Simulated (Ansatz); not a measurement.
# Σ9 (114) boundary in bcc Mo: structure and resistance, part 3 of 3

Wanted: what the Σ9 (114) boundary in bcc Mo costs an interconnect.

Ansatz 0.2.0; Ansatz plane-wave DFT, PBE, PAW files; relaxation of a bicrystal slab with its lowest layers held; PAW set soft_1 (the session's first sound run).

So far. Step 3 (Transmission across the boundary): Over the solved energies the transmission per spin lies between 1.61 and 1.74, out of 3.41 channels of the lead on average (up to 3.59). Step 4 (Specific resistance): Averaged over the energies near the Fermi level, 48.6 % of the channels pass, which makes 0.840 fΩ m².

## (5) Single-crystal slab for reference

The free faces cost energy too. A single-crystal slab with the same faces and held layers is relaxed, so that they cancel.

This step: Ansatz plane-wave DFT, PBE, PAW files; relaxation of a single-crystal slab with its lowest layers held; PAW set soft_1 (Ansatz 0.2.0).

System of this step: Mo slab, plane (1, 1, 4). The cell holds 26 atoms: 26 Mo. Cell: a = 5.219 Å, b = 4.451 Å, c = 29.544 Å, α = 90.0°, β = 90.0°, γ = 64.8°. It derives from Mo. Vacuum lies along c.

File input.yaml:

```yaml
crystal:
  lattice:
    - [5.2187091076, 0.0, 0.0]
    - [1.8977124028, 4.0256559262, 0.0]
    - [0.0, 0.0, 29.5438753375]
  atoms:
    - { symbol: Mo, position: [0.1111111108, 0.9444444446, 0.1692398151] }
    - { symbol: Mo, position: [0.6666666664, 0.6666666668, 0.1943467114] }
    - { symbol: Mo, position: [0.2222222219, 0.388888889, 0.2194536077] }
    - { symbol: Mo, position: [0.7777777775, 0.1111111112, 0.2445605039] }
    - { symbol: Mo, position: [0.3333333331, 0.8333333334, 0.2696674002] }
    - { symbol: Mo, position: [0.8888888886, 0.5555555557, 0.2947742965] }
    - { symbol: Mo, position: [0.4444444442, 0.2777777779, 0.3198811927] }
    - { symbol: Mo, position: [0.9999999998, 1.0e-10, 0.344988089] }
    - { symbol: Mo, position: [0.5555555553, 0.7222222223, 0.3700949853] }
    - { symbol: Mo, position: [0.1111111109, 0.4444444445, 0.3952018815] }
    - { symbol: Mo, position: [0.6666666665, 0.1666666667, 0.4203087778] }
    - { symbol: Mo, position: [0.222222222, 0.888888889, 0.4454156741] }
    - { symbol: Mo, position: [0.7777777776, 0.6111111112, 0.4705225704] }
    - { symbol: Mo, position: [0.3333333332, 0.3333333334, 0.4956294666] }
    - { symbol: Mo, position: [0.8888888887, 0.0555555556, 0.5207363629] }
    - { symbol: Mo, position: [0.4444444443, 0.7777777778, 0.5458432592] }
    - { symbol: Mo, position: [0.9999999999, 0.5, 0.5709501554] }
    - { symbol: Mo, position: [0.5555555555, 0.2222222223, 0.5960570517] }
    - { symbol: Mo, position: [0.111111111, 0.9444444445, 0.621163948] }
    - { symbol: Mo, position: [0.6666666666, 0.6666666667, 0.6462708442] }
    - { symbol: Mo, position: [0.2222222222, 0.3888888889, 0.6713777405] }
    - { symbol: Mo, position: [0.7777777777, 0.1111111111, 0.6964846368] }
    - { symbol: Mo, position: [0.3333333333, 0.8333333333, 0.721591533] }
    - { symbol: Mo, position: [0.8888888889, 0.5555555556, 0.7466984293] }
    - { symbol: Mo, position: [0.4444444444, 0.2777777778, 0.7718053256] }
    - { symbol: Mo, position: [0.0, 0.0, 0.7969122219] }
kpoints:
  mp_grid: { grid: [6, 6, 1] }
hamiltonian:
  xc: pbe
  pseudopotentials: { kind: paw, azcp: { folder: soft_1 } }
scf:
  occupations: { method: fermi_dirac, width: 0.1 }
relax:
  f_tol: 0.03
  max_steps: 80
  constraints: [{ sites: [0, 1, 2, 3, 4] }]
```

Started as:

```bash
ansatz run input.yaml --threads 4 --pin off --max-ram 15360MiB --backend cpu --events-out ev --progress --plain --runs-dir out
```

Numbers of over 12 decimals in the logs are rounded to 6 here.

What it wrote:

```text
Warning: crystal.symmetry: narrowed to the stabiliser of the relax constraints — unitary ops 4 → 2; lowered at sites 0, 1, 2, 3, 4, 21, 22, 23, 24, 25 (the operations that carried what is held of a site onto what its image site leaves free; the constrained walk keeps no symmetry that its constraints do not admit)
[...]
Crystal: 26 atoms, lattice volume = 620.679 Å³
Basis set: ecut = 420 eV, 12199 PW (Γ), exchange–correlation on 72×60×400 points (8 copies of the dense FFT grid, shifted against one another)
Bands: 219, of which v1, the nominal top of the filled ones, is band 182 counted from 1 (181 counted from 0)
Symmetry: 2 space group operations
k-points: 13 of 36 (time reversal used)
[...]
SCF iter   1: F=—  HF=-128870.299908 eV  |F-HF|=—  |Δ(HF+E_count)|=         —  Δρ=8.95e-2  dr2=2.93e2  ethr=3.10e-3  ⟨swp⟩=8.3  Hψ=12820  notcnv=0
[...]
SCF iter   9: F=-128848.893988 eV  HF=-128848.893992 eV  |F-HF|=3.83e-6  |Δ(HF+E_count)|=   5.69e-6  Δρ=2.25e-5  dr2=1.12e-5  ethr=6.18e-9  ⟨swp⟩=3.4  Hψ=11262  notcnv=0
SCF 1 converged in 9 iterations: F = -128848.893988 eV  dr2 = 1.12e-5
[...]
relax step   1: F+E_penalty+E_count = -128848.89398801 eV  Δ(F+E_penalty+E_count) = +0.000e0 eV  max|allowed force component| = 2.175e0 eV/Å  Δτ_max = 0.0000 Å  (9 SCF iters, dr2 threshold 2.25e-5 eV, accepted)
[...]
SCF iter   5: F=-128849.208846 eV  HF=-128849.208828 eV  |F-HF|=1.78e-5  |Δ(HF+E_count)|=   2.23e-5  Δρ=7.57e-5  dr2=6.27e-5  ethr=3.60e-9  ⟨swp⟩=2.7  Hψ=11919  notcnv=0
SCF 2 converged in 5 iterations: F = -128849.208846 eV  dr2 = 6.27e-5
[...]
relax step   2: F+E_penalty+E_count = -128849.20884626 eV  Δ(F+E_penalty+E_count) = -3.149e-1 eV  max|allowed force component| = 5.496e-1 eV/Å  Δτ_max = 0.1949 Å  (5 SCF iters, dr2 threshold 1.00e-4 eV, accepted)
[...]
SCF iter   6: F=-128849.180643 eV  HF=-128849.180645 eV  |F-HF|=2.20e-6  |Δ(HF+E_count)|=   2.34e-6  Δρ=2.90e-5  dr2=1.08e-5  ethr=1.95e-9  ⟨swp⟩=5.2  Hψ=10445  notcnv=0
SCF 3 converged in 6 iterations: F = -128849.180643 eV  dr2 = 1.08e-5
relax step   3: F+E_penalty+E_count = -128849.18064305 eV  Δ(F+E_penalty+E_count) = +2.820e-2 eV  max|allowed force component| = 5.048e-1 eV/Å  Δτ_max = 0.1206 Å  (6 SCF iters, dr2 threshold 1.89e-5 eV, rejected (line search))
[...]
relax step   4: F+E_penalty+E_count = -128849.25077039 eV  Δ(F+E_penalty+E_count) = -4.192e-2 eV  max|allowed force component| = 1.297e-1 eV/Å  Δτ_max = 0.0583 Å  (9 SCF iters, accepted)
[...]
relax step   5: F+E_penalty+E_count = -128849.25662436 eV  Δ(F+E_penalty+E_count) = -5.854e-3 eV  max|allowed force component| = 5.778e-2 eV/Å  Δτ_max = 0.0398 Å  (7 SCF iters, dr2 threshold 1.05e-6 eV, accepted)
SCF iter   1: F=—  HF=-128849.260498 eV  |F-HF|=—  |Δ(HF+E_count)|=         —  Δρ=1.84e-3  dr2=1.59e-2  ethr=3.15e-4  ⟨swp⟩=2.8  Hψ=4439  notcnv=0
[...]
SCF iter   8: F=-128849.258338 eV  HF=-128849.258338 eV  |F-HF|=4.07e-9  |Δ(HF+E_count)|=   7.56e-8  Δρ=9.97e-7  dr2=1.27e-8  ethr=2.75e-11  ⟨swp⟩=5.2  Hψ=9192  notcnv=0
SCF 6 converged in 8 iterations: F = -128849.258338 eV  dr2 = 1.27e-8
relax step   6: F+E_penalty+E_count = -128849.25833762 eV  Δ(F+E_penalty+E_count) = -1.713e-3 eV  max|allowed force component| = 1.961e-2 eV/Å  Δτ_max = 0.0356 Å  (8 SCF iters, accepted)
SCF converged after 8 iterations
Free energy (F): -128849.258338 eV
[...]
Internal energy: -128848.580712 eV  (E = F + TS)
E sigma→0 (E₀):  -128848.919525 eV
Entropy (-TS):   -0.677626 eV (-26.063 meV/atom)
Fermi energy:    12.522780 eV
[...]
--- Forces (eV/Å), atoms counted from 1 ---
  atom   1  Mo     0.29412191    -0.13865040     2.18494474
  atom   2  Mo    -0.40985003     0.19320516     0.37482367
  atom   3  Mo    -0.09277369     0.04373394    -1.05513052
  atom   4  Mo    -0.01622405     0.00764809    -1.24069658
  atom   5  Mo     0.23606311    -0.11128122    -0.27153100
  atom   6  Mo     0.00093200    -0.00043935     0.00061731
  atom   7  Mo    -0.00020327     0.00009582     0.00045183
  atom   8  Mo     0.00108595    -0.00051192     0.00209203
  atom   9  Mo    -0.00005916     0.00002789    -0.00112154
  atom  10  Mo     0.00105412    -0.00049692    -0.00068543
  atom  11  Mo     0.00182854    -0.00086198    -0.00175491
  atom  12  Mo     0.00048153    -0.00022700    -0.00100476
  atom  13  Mo    -0.00420791     0.00198363    -0.00053533
  atom  14  Mo    -0.00403100     0.00190023     0.00028723
  atom  15  Mo    -0.00291986     0.00137644     0.00359283
  atom  16  Mo    -0.00784642     0.00369884    -0.00225381
  atom  17  Mo    -0.00153432     0.00072329     0.00561404
  atom  18  Mo    -0.00556386     0.00262283    -0.00847348
  atom  19  Mo     0.01209571    -0.00570197    -0.00319322
  atom  20  Mo    -0.01516642     0.00714952    -0.01196205
  atom  21  Mo     0.00134396    -0.00063355     0.01960567
  atom  22  Mo     0.01842835    -0.00868721     0.00457025
  atom  23  Mo     0.00497589    -0.00234566    -0.01505215
  atom  24  Mo    -0.01422017     0.00670345     0.00363548
  atom  25  Mo     0.00463809    -0.00218642     0.00827145
  atom  26  Mo    -0.00245626     0.00115789     0.00486750
  max |Σ_I F_I| component: 2.08e-5 eV/Å
--- Relaxed structure (6 steps of the walk, 5 accepted, 0 SCFs on fresh bases) ---
  F+E_penalty+E_count = -128849.25833762 eV   max|allowed force component| = 1.961e-2 eV/Å
  atoms:
    - { symbol: Mo, position: [0.111111, 0.944444, 0.169240] }
    - { symbol: Mo, position: [0.666667, 0.666667, 0.194347] }
    - { symbol: Mo, position: [0.222222, 0.388889, 0.219454] }
    - { symbol: Mo, position: [0.777778, 0.111111, 0.244561] }
    - { symbol: Mo, position: [0.333333, 0.833333, 0.269667] }
    - { symbol: Mo, position: [0.888897, 0.555552, 0.294654] }
    - { symbol: Mo, position: [0.442864, 0.278568, 0.320405] }
    - { symbol: Mo, position: [0.996613, 0.00169334, 0.345341] }
    - { symbol: Mo, position: [0.552861, 0.723569, 0.371085] }
    - { symbol: Mo, position: [0.108196, 0.445902, 0.395763] }
    - { symbol: Mo, position: [0.665502, 0.167249, 0.421374] }
    - { symbol: Mo, position: [0.220524, 0.889738, 0.446580] }
    - { symbol: Mo, position: [0.776730, 0.611635, 0.472094] }
    - { symbol: Mo, position: [0.331005, 0.334498, 0.497100] }
    - { symbol: Mo, position: [0.887083, 0.056458, 0.522783] }
    - { symbol: Mo, position: [0.441810, 0.779095, 0.548093] }
    - { symbol: Mo, position: [0.998635, 0.500682, 0.573300] }
    - { symbol: Mo, position: [0.554085, 0.222957, 0.597966] }
    - { symbol: Mo, position: [0.110284, 0.944858, 0.624050] }
    - { symbol: Mo, position: [0.663163, 0.668419, 0.649048] }
    - { symbol: Mo, position: [0.215819, 0.392091, 0.674188] }
    - { symbol: Mo, position: [0.767941, 0.116030, 0.698800] }
    - { symbol: Mo, position: [0.330524, 0.834738, 0.726827] }
    - { symbol: Mo, position: [0.888444, 0.555778, 0.750898] }
    - { symbol: Mo, position: [0.462212, 0.268894, 0.772291] }
    - { symbol: Mo, position: [-0.014298, 0.00714907, 0.793740] }
```

The job ended after 5.1 min (4 threads of Arm Neoverse V2, shared host; peak memory 3.2 GiB).

The steps of the relaxation:

```csv
step,energy less that of the first step (eV),largest force component (eV/Å)
1,0.0000,2.1750
2,-0.3149,0.5496
3,-0.2867,0.5048
4,-0.3568,0.1297
5,-0.3626,0.0578
6,-0.3644,0.0196
```

Relaxation step 3 was tried and not accepted.

The atoms that moved most (Å):

```csv
atom,dx,dy,dz,length
Mo23,-0.012,0.006,0.155,0.155
Mo24,-0.002,0.001,0.124,0.124
Mo26,-0.061,0.029,-0.094,0.116
Mo21,-0.027,0.013,0.083,0.088
Mo19,-0.004,0.002,0.085,0.085
Mo25,0.076,-0.036,0.014,0.085
Mo20,-0.015,0.007,0.082,0.084
Mo22,-0.042,0.020,0.068,0.083
```

The relaxed structure:

```cif
data_structure
_symmetry_space_group_name_H-M 'P 1'
_symmetry_Int_Tables_number 1
_cell_length_a 5.2187
_cell_length_b 4.4505
_cell_length_c 29.5439
_cell_angle_alpha 90.000
_cell_angle_beta 90.000
_cell_angle_gamma 64.761
_cell_volume 620.68
loop_
_atom_site_label
_atom_site_type_symbol
_atom_site_fract_x
_atom_site_fract_y
_atom_site_fract_z
_atom_site_occupancy
Mo1 Mo 0.11111 0.94444 0.16924 1
Mo2 Mo 0.66667 0.66667 0.19435 1
Mo3 Mo 0.22222 0.38889 0.21945 1
Mo4 Mo 0.77778 0.11111 0.24456 1
Mo5 Mo 0.33333 0.83333 0.26967 1
Mo6 Mo 0.88890 0.55555 0.29465 1
Mo7 Mo 0.44286 0.27857 0.32040 1
Mo8 Mo 0.99661 0.00169 0.34534 1
Mo9 Mo 0.55286 0.72357 0.37108 1
Mo10 Mo 0.10820 0.44590 0.39576 1
Mo11 Mo 0.66550 0.16725 0.42137 1
Mo12 Mo 0.22052 0.88974 0.44658 1
Mo13 Mo 0.77673 0.61164 0.47209 1
Mo14 Mo 0.33100 0.33450 0.49710 1
Mo15 Mo 0.88708 0.05646 0.52278 1
Mo16 Mo 0.44181 0.77910 0.54809 1
Mo17 Mo 0.99864 0.50068 0.57330 1
Mo18 Mo 0.55409 0.22296 0.59797 1
Mo19 Mo 0.11028 0.94486 0.62405 1
Mo20 Mo 0.66316 0.66842 0.64905 1
Mo21 Mo 0.21582 0.39209 0.67419 1
Mo22 Mo 0.76794 0.11603 0.69880 1
Mo23 Mo 0.33052 0.83474 0.72683 1
Mo24 Mo 0.88844 0.55578 0.75090 1
Mo25 Mo 0.46221 0.26889 0.77229 1
Mo26 Mo 0.98570 0.00715 0.79374 1
```

Numbers from this step:

* free energy: -128849.2583 eV
* energy at zero smearing: -128848.9195 eV
* Fermi energy: 12.52 eV

The largest force component on a free atom ends at 0.020 eV/Å, under the tolerance of 0.03, after 6 steps.

## (6) Bulk reference

The perfect crystal gives the energy per atom, for the atoms by which bicrystal and slab differ.

This step: Ansatz plane-wave DFT, PBE, PAW files; bulk reference; PAW set soft_1 (Ansatz 0.2.0).

System of this step: Mo. The structure is cubic, space group Im-3m (No. 229). The conventional cell has a = 3.147 Å, b = 3.147 Å, c = 3.147 Å, α = 90.00°, β = 90.00°, γ = 90.00°. Nearest to Mo lie 8 Mo at 2.73 Å.

input.yaml, the sections that differ from step 5:

```yaml
crystal:
  lattice:
    - [-1.5735, 1.5735, 1.5735]
    - [1.5735, -1.5735, 1.5735]
    - [1.5735, 1.5735, -1.5735]
  atoms:
    - { symbol: Mo, position: [0.0, 0.0, 0.0] }
kpoints:
  mp_grid: { grid: [19, 19, 19] }
# hamiltonian, scf: as in step 5
# relax: removed
```

What it wrote:

```text
[...]
Crystal: 1 atoms, lattice volume = 15.583 Å³
Basis set: ecut = 420 eV, 321 PW (Γ)
Bands: 11, of which v1, the nominal top of the filled ones, is band 7 counted from 1 (6 counted from 0)
Symmetry: 48 space group operations
[...]
k-points: 220 of 6859
[...]
SCF iter   1: F=—  HF=-4956.682293 eV  |F-HF|=—  |Δ(HF+E_count)|=         —  Δρ=1.06e-1  dr2=1.75e0  ethr=3.10e-3  ⟨swp⟩=5.0  Hψ=13536  notcnv=0
[...]
SCF iter   6: F=-4956.064799 eV  HF=-4956.064799 eV  |F-HF|=2.67e-8  |Δ(HF+E_count)|=   1.10e-7  Δρ=3.18e-5  dr2=4.55e-8  ethr=7.14e-10  ⟨swp⟩=3.0  Hψ=5754  notcnv=0
SCF 1 converged in 6 iterations: F = -4956.064799 eV  dr2 = 4.55e-8
[...]
SCF converged after 6 iterations
Free energy (F): -4956.064799 eV
[...]
Internal energy: -4956.043863 eV  (E = F + TS)
E sigma→0 (E₀):  -4956.054331 eV
Entropy (-TS):   -0.020936 eV (-20.936 meV/atom)
Fermi energy:    21.155097 eV
[...]
```

Elapsed: 0.44 s, on 4 threads; peak memory 0.28 GiB; 1.4 s of CPU time.

This step gave:

```
free energy             : -4956.0648 eV
energy at zero smearing : -4956.0543 eV
Fermi energy            : 21.16 eV
```

## (7) Boundary energy

This step: Ansatz plane-wave DFT, PBE, PAW files; bicrystal less single-crystal slab less bulk atoms, a boundary area; PAW set soft_1 (Ansatz 0.2.0).

Numbers from this step:

| Item | Value |
| --- | --- |
| excess energy of the cell | 2.536 eV |
| boundary energy | 1.934 J/m² |

The boundary costs 1.9 J/m².

By hand: 2.54 eV / 21.01 Å² × 16.02 = 1.93 J/m².

## (8) What came out

- specific resistance of the boundary: 0.840 fΩ m²
- share of channels that pass: 0.486
- boundary energy: 1.93 J/m²

The boundary has a specific resistance of 0.84 fΩ m² and an energy of 1.9 J/m². The boundary reflects 51 % of the channels; 0.84 fΩ m² is 8.4×10⁻¹² Ω·cm². That equals the resistance of 15 nm of bulk Mo at 300 K (measured 5.52 µΩ cm, CRC Handbook of Chemistry and Physics, 84th ed., 2003, Electrical Resistivity of Pure Metals). One starting structure was relaxed; another shift or atom count at the boundary may lie lower.

[Logs are printed without paths, hosts, clocks, repeated set-up lines and the standing remarks that a program may print on its own settings, such as how far it seeks lower states.]

[Hosts, paths, dates, database ids (printed as entryN), source tags and the programs' standing remarks are cut or masked in the printed files.]
